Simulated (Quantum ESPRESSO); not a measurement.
# SrO (Fm-3m): from strain to phonon shift

Aim: the phonon deformation potentials p and q of SrO (Fm-3m), tested on a biaxially strained cell.

Method: DFT LDA, scalar-relativistic, plane waves, JTH PAW pseudopotentials, in Quantum ESPRESSO 7.5.

The database entry behind the starting cell differs from later determinations by our own check (about 0.5 % short), so it need not match the best structure at ambient conditions.

## (1) The relaxed structure

It takes space group Fm-3m (No. 225, cubic). The conventional cell has a = 5.061 Å, b = 5.061 Å, c = 5.061 Å, α = 90.00°, β = 90.00°, γ = 90.00°. Nearest to Sr lie 6 O at 2.53 Å. Nearest to O lie 6 Sr at 2.53 Å. Farther neighbours and most contacts between anions are not listed.

As a file:

```cif
data_structure
_symmetry_space_group_name_H-M 'Fm-3m'
_symmetry_Int_Tables_number 225
_cell_length_a 5.0612
_cell_length_b 5.0612
_cell_length_c 5.0612
_cell_angle_alpha 90.000
_cell_angle_beta 90.000
_cell_angle_gamma 90.000
_cell_volume 129.65
loop_
_atom_site_label
_atom_site_type_symbol
_atom_site_symmetry_multiplicity
_atom_site_Wyckoff_symbol
_atom_site_fract_x
_atom_site_fract_y
_atom_site_fract_z
_atom_site_occupancy
Sr1 Sr 4 b 0.00000 0.50000 0.00000 1
O1 O 4 a 0.00000 0.00000 0.00000 1
```

This is the cell after its relaxation at this level of theory, not the database cell from which that began.

## (2) Uniaxial strain

The relaxed cell is stretched along z alone. This keeps all atoms on sites fixed by symmetry and splits the threefold mode into a singlet, polarised along z, and a doublet. The macroscopic field is left out, so these are transverse modes. Cutoff 60 Ry, k mesh 8×8×8.

From the response at ε_zz = 0.01:

Output:

```text
[banners, grids, parts of the stress and lines that vanish by symmetry left out]
Program PHONON v.7.5
     Reading xml data from directory:

[...]
Exchange-correlation= PW
                           (   1   4   0   0   0   0   0)
[...]
kinetic-energy cut-off    =      60.0000  Ry
     charge density cut-off    =     480.0000  Ry
     convergence threshold     =      1.0E-18
[...]
Exchange-correlation= PW
                           (   1   4   0   0   0   0   0)
[...]
q = (   0.0000000   0.0000000   0.0000000 )
     17 Sym.Ops. (with q -> -q+G )
     G cutoff =  561.6957  (  39285 G-vectors)     FFT grid: ( 48, 48, 48)
     G cutoff =  280.8479  (  13883 G-vectors)  smooth grid: ( 36, 36, 36)
     number of k points=    59
[...]
Mode symmetry, D_4h(4/mmm) point group:
[...]
Representation #   1 mode #   1
[...]
End of self-consistent calculation
     Convergence has been achieved
     Representation #   2 mode #   2
[...]
End of self-consistent calculation
     Convergence has been achieved
     Representation #   3 modes #   3   4
[...]
End of self-consistent calculation
     Convergence has been achieved
     Representation #   4 modes #   5   6
[...]
End of self-consistent calculation
     Convergence has been achieved
[...]
q = (    0.000000000   0.000000000   0.000000000 )
[...]
freq (    1) =      -0.023783 [THz] =      -0.793331 [cm-1]
     freq (    2) =       0.003689 [THz] =       0.123065 [cm-1]
     freq (    3) =       0.003689 [THz] =       0.123065 [cm-1]
     freq (    4) =       5.735509 [THz] =     191.315984 [cm-1]
     freq (    5) =       6.544288 [THz] =     218.293959 [cm-1]
     freq (    6) =       6.544288 [THz] =     218.293959 [cm-1]
[...]
Mode symmetry, D_4h(4/mmm) point group:
     freq (   1-   1) =         -0.8  [cm-1]   --> A_2u X_4' M_4'  I
     freq (   2-   3) =          0.1  [cm-1]   --> E_u  X_5' M_5'  I
     freq (   4-   4) =        191.3  [cm-1]   --> A_2u X_4' M_4'  I
     freq (   5-   6) =        218.3  [cm-1]   --> E_u  X_5' M_5'  I

   JOB DONE.
```

```tsv
ε_zz	singlet (cm⁻¹)	doublet (cm⁻¹)	σ_zz (GPa)	σ_xx (GPa)
-0.01	239.84	212.07	-1.995	-0.297
-0.005	227.64	213.88	-0.844	-0.028
0	215.55	215.55	0.235	0.235
0.005	203.43	217.01	1.247	0.491
0.01	191.32	218.29	2.195	0.743
```

Stress is counted positive in tension.

## (3) The fit

To first order ω² − ω₀² = p ε_zz + q (ε_xx + ε_yy) for the mode along z, and likewise for x and y. With ε_zz alone the singlet gives p and the doublet q.

The linear terms of parabolas through ω² are p = -22.50 ω₀² and q = 2.89 ω₀², with ω₀ = 215.6 cm⁻¹. Those of the stresses are C11 = 209 GPa and C12 = 52 GPa. Under hydrostatic strain p and q imply γ = −(p + 2q)/(6 ω₀²) = 2.79.

A layer held to an in-plane strain ε and free along z takes ε_zz = −2 (C12/C11) ε = -0.496 ε. To first order the singlet then shifts by (q − p C12/C11) ε / ω₀ = 1826 ε cm⁻¹. For ε = -0.006, ε_zz = 0.00298, the formulas for ω² predict 204.30 cm⁻¹ for the singlet and 228.76 cm⁻¹ for the doublet.

## (4) A biaxially strained cell

This run was no part of the fit.

Output:

```text
[banners, grids, parts of the stress and lines that vanish by symmetry left out]
[banner, memory and clock lines left out]
Program PHONON v.7.5

[...]
Exchange-correlation= PW
                           (   1   4   0   0   0   0   0)
[...]
kinetic-energy cut-off    =      60.0000  Ry
     charge density cut-off    =     480.0000  Ry
     convergence threshold     =      1.0E-18
[...]
Exchange-correlation= PW
                           (   1   4   0   0   0   0   0)
[...]
q = (   0.0000000   0.0000000   0.0000000 )
     17 Sym.Ops. (with q -> -q+G )
     G cutoff =  554.4399  (  38557 G-vectors)     FFT grid: ( 48, 48, 48)
     G cutoff =  277.2199  (  13627 G-vectors)  smooth grid: ( 36, 36, 36)
     number of k points=    59
[...]
Mode symmetry, D_4h(4/mmm) point group:
[...]
Representation #   1 mode #   1
[...]
End of self-consistent calculation
     Convergence has been achieved
     Representation #   2 mode #   2
[...]
End of self-consistent calculation
     Convergence has been achieved
     Representation #   3 modes #   3   4
[...]
End of self-consistent calculation
     Convergence has been achieved
     Representation #   4 modes #   5   6
[...]
End of self-consistent calculation
     Convergence has been achieved
[...]
q = (    0.000000000   0.000000000   0.000000000 )
[...]
freq (    1) =      -0.014581 [THz] =      -0.486359 [cm-1]
     freq (    2) =       0.019303 [THz] =       0.643875 [cm-1]
     freq (    3) =       0.019303 [THz] =       0.643875 [cm-1]
     freq (    4) =       6.120014 [THz] =     204.141704 [cm-1]
     freq (    5) =       6.867954 [THz] =     229.090296 [cm-1]
     freq (    6) =       6.867954 [THz] =     229.090296 [cm-1]
[...]
Mode symmetry, D_4h(4/mmm) point group:
     freq (   1-   1) =         -0.5  [cm-1]   --> A_2u X_4' M_4'  I
     freq (   2-   3) =          0.6  [cm-1]   --> E_u  X_5' M_5'  I
     freq (   4-   4) =        204.1  [cm-1]   --> A_2u X_4' M_4'  I
     freq (   5-   6) =        229.1  [cm-1]   --> E_u  X_5' M_5'  I
```

```tsv
mode	predicted (cm⁻¹)	run (cm⁻¹)
singlet	204.30	204.14
doublet	228.76	229.09
```

The stress along z is 0.225 GPa and that in the plane -1.237 GPa; the unstrained cell carries 0.235 GPa.

## (5) Results

| Quantity | Value |
| --- | --- |
| p (in units of the squared frequency) | -22.50 |
| q (same units) | 2.885 |
| shift of the singlet per unit of biaxial strain | 1826 cm⁻¹ |
| C11 and C12 | 209 and 52 GPa |

To first order, one per cent of tensile biaxial strain moves the singlet of SrO (Fm-3m) by 18.3 cm⁻¹ and the doublet by -22.7 cm⁻¹; the formulas miss the test run by up to 0.33 cm⁻¹. In the rock-salt structure this mode is infrared active and has no first-order Raman line. The third potential, r, needs shear strain, which was not run. These are harmonic values at zero temperature.

[Host names and launcher messages were left out of these logs when they were recorded.]

[Logs are printed without paths, hosts, clocks, repeated set-up lines and the standing remarks that a program may print on its own settings, such as how far it seeks lower states.]

[Hosts, paths, dates, database ids (printed as entryN), source tags and the programs' standing remarks are cut or masked in the printed files.]
